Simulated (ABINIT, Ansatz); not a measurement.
# RbIO3 (R3m): G0W0 on several meshes in ABINIT

Aim: the GW shift of RbIO3 (R3m) against the k mesh.

Calculated with ABINIT 10.8.3; LDA and many-body steps on it, plane waves.

## 1. The starting structure

Symmetry: R3m, No. 160, trigonal system. Conventional cell: a = 6.375 Å, b = 6.375 Å, c = 7.866 Å, α = 90.00°, β = 90.00°, γ = 120.00°. Nearest to Rb lie 12 O at 3.09 to 3.36 Å. Nearest to I lie 3 O at 1.82 Å. Nearest to O lie 2 I at 1.82 to 2.73 Å and 4 Rb at 3.09 to 3.36 Å. Farther neighbours and most contacts between anions are not listed.

The cell and positions are those that the Materials Project relaxed with its own functionals (PBE, PBE+U or r2SCAN), kept fixed. Spin-orbit coupling is left out unless a step names it.

## 2. Empty states on the mesh, 2×2×2 mesh, 182 bands

This step: ABINIT 10.8.3; DFT, LDA, plane waves, norm-conserving pseudopotentials.

The sums over transitions need many empty states on a uniform mesh; this step solves for them.

The input, run.abi:

```
acell 3*1.0 Angstrom
rprim 
  3.187728926621 1.840436153888 2.622110720600
  -3.187728926621 1.840436153888 2.622110720600
  -0.000000000000 -3.680872307776 2.622110720600
ntypat 3
znucl 37 53 8
natom 5
typat 1 2 3 3 3
xred 
  0.515642950000 0.515642950000 0.515642950000
  0.001050200000 0.001050200000 0.001050200000
  0.036532590000 0.601941670000 0.036532590000
  0.036532590000 0.036532590000 0.601941670000
  0.601941670000 0.036532590000 0.036532590000
pp_dirpath "pseudos"
pseudos "Rb.upf, I.upf, O.upf"
ecut 36
ngkpt 2 2 2
nshiftk 1
shiftk 0 0 0
kptopt 1
chksymbreak 0
iscf -2
irdden 1
istwfk *1
nband 182
nbdbuf 16
tolwfr 1e-09
nstep 60
prtvol 0
indata_prefix "in"
outdata_prefix "out"
tmpdata_prefix "tmp"
```

Started as:

```sh
$ OMP_NUM_THREADS=1 mpirun -n 4 abinit run.abi > log
```

Numbers of over 12 decimals in the logs are rounded to 6 here.

Log:

```text
.Version 10.8.3 of ABINIT. v10.8.2 released Aug 2026.

 Symmetries : space group R3 m (#160); Bravais hR (rhombohedral)
[... echo of the input left out ...]
== DATASET  1 ==================================================================
-   mpi_nproc: 4, omp_nthreads: 1 (-1 if OMP is not activated)

--- !DatasetInfo
iteration_state: {dtset: 1, }
dimensions: {natom: 5, nkpt: 4, mband: 182, nsppol: 1, nspinor: 1, nspden: 1, mpw: 6444, }
cutoff_energies: {ecut:  36.0, pawecutdg:  -1.0, }
[...]
2.68097    2.68403    2.68403    2.69363    2.69765    2.69765    2.71583    2.71583
   2.72605    2.78293    2.80332    2.80332    2.82809    2.83126    2.83127    2.83492
   2.86287    2.86289    2.91727    2.93125    2.93604    2.96335
 prteigrs : prtvol=0 or 1, do not print more k-points.

== END DATASET(S) ==============================================================
================================================================================

 -outvars: echo values of variables after computation  --------
            nband         182
             nkpt           4
          spgroup         160
 [... the other variables as echoed above ...]

 Calculation completed.
```

Elapsed: 5.1 min, on 4 MPI ranks of AMD EPYC 7571, shared host; peak memory 0.44 GiB; 20 min of CPU time.

Numbers from this step:

* gap: 2.723 eV
* k of the valence top: 0.5, 0.5, 0.5
* k of the conduction bottom: 0.5, 0.5, 0.5
* least direct gap: 2.723 eV
* k points computed: 4
* lowest point of the top converged band, above the valence top: 72.2612 eV

On this mesh the gap is 2.723 eV.

The density comes from a self-consistent run that is not shown.

## 3. Screening, 2×2×2 mesh, 78 bands, screening to 114.3 eV

The RPA dielectric matrix is built and inverted for each q.

This step: RPA screening on LDA, plane waves, norm-conserving pseudopotentials.

run.abi, as its differences from that of step 2:

```diff
@@ -23,10 +23,11 @@
 chksymbreak 0
-iscf -2
-irdden 1
 istwfk *1
-nband 182
-nbdbuf 16
-tolwfr 1e-09
-nstep 60
-prtvol 0
+occopt 1
+irdwfk 1
+optdriver 3
+nband 78
+ecuteps 4.2
+inclvkb 2
+awtr 1
+symchi 1
 indata_prefix "in"
```

Log:

```text
.Version 10.8.3 of ABINIT. v10.8.2 released Aug 2026.

 Symmetries : space group R3 m (#160); Bravais hR (rhombohedral)
[... echo of the input left out ...]
== DATASET  1 ==================================================================
-   mpi_nproc: 4, omp_nthreads: 1 (-1 if OMP is not activated)

--- !DatasetInfo
iteration_state: {dtset: 1, }
dimensions: {natom: 5, nkpt: 4, mband: 78, nsppol: 1, nspinor: 1, nspden: 1, mpw: 6444, }
cutoff_energies: {ecut:  36.0, pawecutdg:  -1.0, }
electrons: {nelect:   3.40000000E+01, charge:   0.00000000E+00, occopt:   1.00000000E+00, tsmear:   1.00000000E-02, }

 SCREENING: Calculation of the susceptibility and dielectric matrices

 Based on a program developped by R.W. Godby, V. Olevano, G. Onida, and L. Reining.
 Incorporated in ABINIT by V. Olevano, G.-M. Rignanese, and M. Torrent.
.Using double precision arithmetic ; gwpc =  8

[... cell and pseudopotentials left out ...]
--------------------------------------------------------------------------------

 ==== K-mesh for the wavefunctions ====
 Number of points in the irreducible wedge :     4
[... list of points left out ...]
 Together with  6 symmetry operations and time-reversal symmetry
 yields     8 points in the full Brillouin Zone.

 ==== Q-mesh for the screening function ====
 Number of points in the irreducible wedge :     4
[... list of points left out ...]
 Together with  6 symmetry operations and time-reversal symmetry
 yields     8 points in the full Brillouin Zone.

 setmesh: FFT mesh size selected  =    32x   32x   32
          total number of points  =        32768

 vcoul_init : cutoff-mode = AUXILIARY_FUNCTION
 q-points for optical limit:   1
     1)      0.000010    0.000020    0.000030

- screening: taking advantage of time-reversal symmetry
- Maximum band index for partially occupied states nbvw = 17
- Remaining bands to be divided among processors   nbcw = 61
- Number of bands treated by each node ~15

 Number of electrons calculated from density =   34.0000; Expected =   34.0000
 average of density, n =  0.054586
 r_s =    1.6354
 omega_plasma =   22.5369 [eV]

 calculating chi0 at frequencies [eV] :
  1    0.000000E+00    0.000000E+00
  2    0.000000E+00    2.253692E+01

--------------------------------------------------------------------------------
  q-point number  1        q = ( 0.000000, 0.000000, 0.000000) [r.l.u.]
--------------------------------------------------------------------------------
[... chi0 elements left out ...]
 For q-point:  0.000010 0.000020 0.000030
  dielectric constant =   3.9916
  dielectric constant without local fields =   4.6960

  Average fulfillment of the sum rule on Im[epsilon] for q-point    1 :     52.42  [%]
[... wings left out ...]
  q-point number  2        q = ( 0.500000, 0.000000, 0.000000) [r.l.u.]
--------------------------------------------------------------------------------
[... chi0 elements left out ...]
  Average fulfillment of the sum rule on Im[epsilon] for q-point    2 :     61.89  [%]

 [... 2 further q-points ...]
```

Wall time 35 s (4 MPI ranks); peak memory 0.78 GiB; 2.3 min of CPU time.

This step gave:

```
ε∞ with local fields, on this mesh, along the program's q direction : 3.992
the same without local fields                                       : 4.696
plasma frequency                                                    : 22.54 eV
plane waves in the screening matrix                                 : 251
```

Local fields lower ε∞ by 15 %. On a Γ-centred mesh this coarse the value itself is usually too large, while a short band sum pulls it down.

## 4. 2×2×2

The self-energy is evaluated for the states that the input lists, and the levels follow from it, in one-shot runs by the linearised quasiparticle equation.

This step: G0W0 on LDA, plane waves, norm-conserving pseudopotentials.

run.abi, as its differences from that of step 3:

```diff
@@ -26,8 +26,17 @@
 irdwfk 1
-optdriver 3
+optdriver 4
 nband 78
+gwcalctyp 0
+ecutsigx 36
+symsigma 1
+nkptgw 2
+kptgw 
+  0.5000000000 0.5000000000 0.5000000000
+  0.0000000000 0.0000000000 0.0000000000
+bdgw 
+  16 19
+  14 20
 ecuteps 4.2
-inclvkb 2
-awtr 1
-symchi 1
+irdscr 1
+ppmodel 1
 indata_prefix "in"
```

Log:

```text
.Version 10.8.3 of ABINIT. v10.8.2 released Aug 2026.

 Symmetries : space group R3 m (#160); Bravais hR (rhombohedral)
[... echo of the input left out ...]
== DATASET  1 ==================================================================
-   mpi_nproc: 4, omp_nthreads: 1 (-1 if OMP is not activated)

--- !DatasetInfo
iteration_state: {dtset: 1, }
dimensions: {natom: 5, nkpt: 4, mband: 78, nsppol: 1, nspinor: 1, nspden: 1, mpw: 6444, }
cutoff_energies: {ecut:  36.0, pawecutdg:  -1.0, }
electrons: {nelect:   3.40000000E+01, charge:   0.00000000E+00, occopt:   1.00000000E+00, tsmear:   1.00000000E-02, }

 SIGMA: Calculation of the GW corrections

 Based on a program developped by R.W. Godby, V. Olevano, G. Onida, and L. Reining.
 Incorporated in ABINIT by V. Olevano, G.-M. Rignanese, and M. Torrent.
.Using double precision arithmetic ; gwpc =  8

[... cell and pseudopotentials left out ...]
--------------------------------------------------------------------------------

 ==== K-mesh for the wavefunctions ====
 Number of points in the irreducible wedge :     4
[... list of points left out ...]
 Together with  6 symmetry operations and time-reversal symmetry
 yields     8 points in the full Brillouin Zone.

 ==== Q-mesh for screening function ====
 Number of points in the irreducible wedge :     4
[... list of points left out ...]
 Together with  6 symmetry operations and time-reversal symmetry
 yields     8 points in the full Brillouin Zone.

 vcoul_init : cutoff-mode = AUXILIARY_FUNCTION
 q-points for optical limit:   1
     1)      0.000010    0.000020    0.000030
 setmesh: FFT mesh size selected  =    48x   48x   48
          total number of points  =       110592

 Number of electrons calculated from density =   34.0000; Expected =   34.0000
 average of density, n =  0.054586
 r_s =    1.6354
 omega_plasma =   22.5369 [eV]

 === KS Band Gaps ===
  >>>> For spin  1
   Minimum direct gap =   2.7231 [eV], located at k-point      :   0.5000  0.5000  0.5000
   Fundamental gap    =   2.7231 [eV], Top of valence bands at :   0.5000  0.5000  0.5000
                                       Bottom of conduction at :   0.5000  0.5000  0.5000
 SIGMA fundamental parameters:
 PLASMON POLE MODEL  1
 number of plane-waves for SigmaX                 6421
 number of plane-waves for SigmaC and W            251
 number of plane-waves for wavefunctions          6421
 number of bands                                    78
 number of independent spin polarizations            1
 number of spinorial components                      1
 number of k-points in IBZ                           4
 number of q-points in IBZ                           4
 number of symmetry operations                       6
 number of k-points in BZ                            8
 number of q-points in BZ                            8
 number of frequencies for dSigma/dE                 9
 frequency step for dSigma/dE [eV]                0.25
 number of omega for Sigma on real axis              0
 max omega for Sigma on real axis  [eV]           0.00
 zcut for avoiding poles [eV]                     0.10

 EPSILON^-1 parameters (SCR file):
 dimension of the eps^-1 matrix on file            251
 dimension of the eps^-1 matrix used               251
 number of plane-waves for wavefunctions          6421
 number of bands                                    78
 number of q-points in IBZ                           4
 number of frequencies                               2
 number of real frequencies                          1
 number of imag frequencies                          1

 matrix elements of self-energy operator (all in [eV])

 Perturbative Calculation

--- !SelfEnergy_ee
iteration_state: {dtset: 1, }
kpoint     : [   0.500,    0.500,    0.500, ]
spin       : 1
KS_gap     :    2.723
QP_gap     :    4.591
Delta_QP_KS:    1.868
data: !SigmaeeData |
     Band     E0 <VxcDFT>   SigX SigC(E0)      Z dSigC/dE  Sig(E)    E-E0       E
       16   0.664 -19.417 -24.742   4.987   0.761  -0.314 -19.674  -0.257   0.407
       17   1.146 -16.956 -20.651   3.270   0.791  -0.264 -17.292  -0.336   0.809
       18   3.869 -13.749  -9.596  -2.276   0.816  -0.225 -12.217   1.532   5.400
       19   3.869 -13.749  -9.596  -2.276   0.816  -0.225 -12.217   1.532   5.400

--- !SelfEnergy_ee
iteration_state: {dtset: 1, }
kpoint     : [   0.000,    0.000,    0.000, ]
spin       : 1
KS_gap     :    6.328
QP_gap     :    8.037
Delta_QP_KS:    1.709
data: !SigmaeeData |
     Band     E0 <VxcDFT>   SigX SigC(E0)      Z dSigC/dE  Sig(E)    E-E0       E
       14  -0.023 -18.342 -23.812   4.778   0.762  -0.313 -18.869  -0.527  -0.550
       15  -0.023 -18.740 -23.812   4.778   0.762  -0.313 -18.964  -0.224  -0.246
       16  -0.023 -18.740 -23.812   4.778   0.762  -0.313 -18.964  -0.224  -0.246
       17   0.138 -18.629 -24.108   5.029   0.759  -0.318 -18.970  -0.341  -0.204
       18   6.466  -9.991  -5.178  -3.200   0.847  -0.180  -8.624   1.367   7.833
       19   7.945 -16.739 -11.040  -3.075   0.784  -0.275 -14.680   2.059  10.003
       20   7.945 -16.739 -11.040  -3.075   0.784  -0.275 -14.680   2.059  10.003

== END DATASET(S) ==============================================================
================================================================================

 -outvars: echo values of variables after computation  --------
           etotal      0.0000000000E+00
            nband          78
             nkpt           4
          spgroup         160
 [... the other variables as echoed above ...]

 Calculation completed.
```

Wall time 17 s (4 MPI ranks); peak memory 0.67 GiB; 66 s of CPU time.

This step gave:

```yaml
g0w0_gap_on_the_points_computed: 4.591 eV
starting_gap_on_the_mesh: 2.723 eV
k_of_the_valence_top: 0.5, 0.5, 0.5
k_of_the_conduction_bottom: 0.5, 0.5, 0.5
z_at_the_valence_top: 0.791
z_at_the_conduction_bottom: 0.816
least_direct_g0w0_gap_on_the_computed_points: 4.591 eV
```

The gap on the mesh goes from 2.72 eV to 4.59 eV, a correction of +1.87 eV.

## 5. Empty states on the mesh, 4×4×4 mesh, 84 bands

This step: DFT, LDA, plane waves, norm-conserving pseudopotentials.

run.abi, as its differences from that of step 4:

```diff
@@ -18,3 +18,3 @@
 ecut 36
-ngkpt 2 2 2
+ngkpt 4 4 4
 nshiftk 1
@@ -23,20 +23,10 @@
 chksymbreak 0
+iscf -2
+irdden 1
 istwfk *1
-occopt 1
-irdwfk 1
-optdriver 4
-nband 78
-gwcalctyp 0
-ecutsigx 36
-symsigma 1
-nkptgw 2
-kptgw 
-  0.5000000000 0.5000000000 0.5000000000
-  0.0000000000 0.0000000000 0.0000000000
-bdgw 
-  16 19
-  14 20
-ecuteps 4.2
-irdscr 1
-ppmodel 1
+nband 84
+nbdbuf 6
+tolwfr 1e-09
+nstep 60
+prtvol 0
 indata_prefix "in"
```

Log:

```text
.Version 10.8.3 of ABINIT. v10.8.2 released Aug 2026.

 Symmetries : space group R3 m (#160); Bravais hR (rhombohedral)
[... echo of the input left out ...]
== DATASET  1 ==================================================================
-   mpi_nproc: 4, omp_nthreads: 1 (-1 if OMP is not activated)

--- !DatasetInfo
iteration_state: {dtset: 1, }
dimensions: {natom: 5, nkpt: 13, mband: 84, nsppol: 1, nspinor: 1, nspden: 1, mpw: 6444, }
cutoff_energies: {ecut:  36.0, pawecutdg:  -1.0, }
[...]
1.24966    1.26814    1.26814    1.30904    1.34071    1.34071    1.36314    1.36314
   1.38470    1.39054    1.39054    1.44054    1.44552    1.44552    1.45884    1.47858
   1.47858    1.50337    1.52144    1.52144
 prteigrs : prtvol=0 or 1, do not print more k-points.

== END DATASET(S) ==============================================================
================================================================================

 -outvars: echo values of variables after computation  --------
            nband          84
             nkpt          13
          spgroup         160
 [... the other variables as echoed above ...]

 Calculation completed.
```

Wall time 3.3 min (4 MPI ranks); peak memory 0.44 GiB.

Numbers from this step:

```
gap                                                           : 2.723 eV
k of the valence top                                          : 0.5, 0.5, 0.5
k of the conduction bottom                                    : 0.5, 0.5, 0.5
least direct gap                                              : 2.723 eV
k points computed                                             : 13
lowest point of the top converged band, above the valence top : 38.19 eV
```

On this mesh the gap is 2.723 eV.

(Continued in part 2 of 2.)

[Paths, hosts, dates, memory and timing lines, banners, echoed tables and standing remarks are left out of the program output.]

[Logs are printed without paths, hosts, clocks, repeated set-up lines and the standing remarks that a program may print on its own settings, such as how far it seeks lower states.]

[Runs of the session that timed out or met a known fault of the program may be left out.]

[Hosts, paths, dates, database ids (printed as entryN), source tags and the programs' standing remarks are cut or masked in the printed files.]

[G0W0 gaps are taken among the corrected bands and points alone; a level outside them can change the order at an edge.]

[Where Ansatz stands beside ABINIT at settings called matched, ABINIT's density can come from a denser mesh and the files from another edition; pairs whose starting gaps differed by over 0.03 eV were left out, so agreement reads better than it is.]
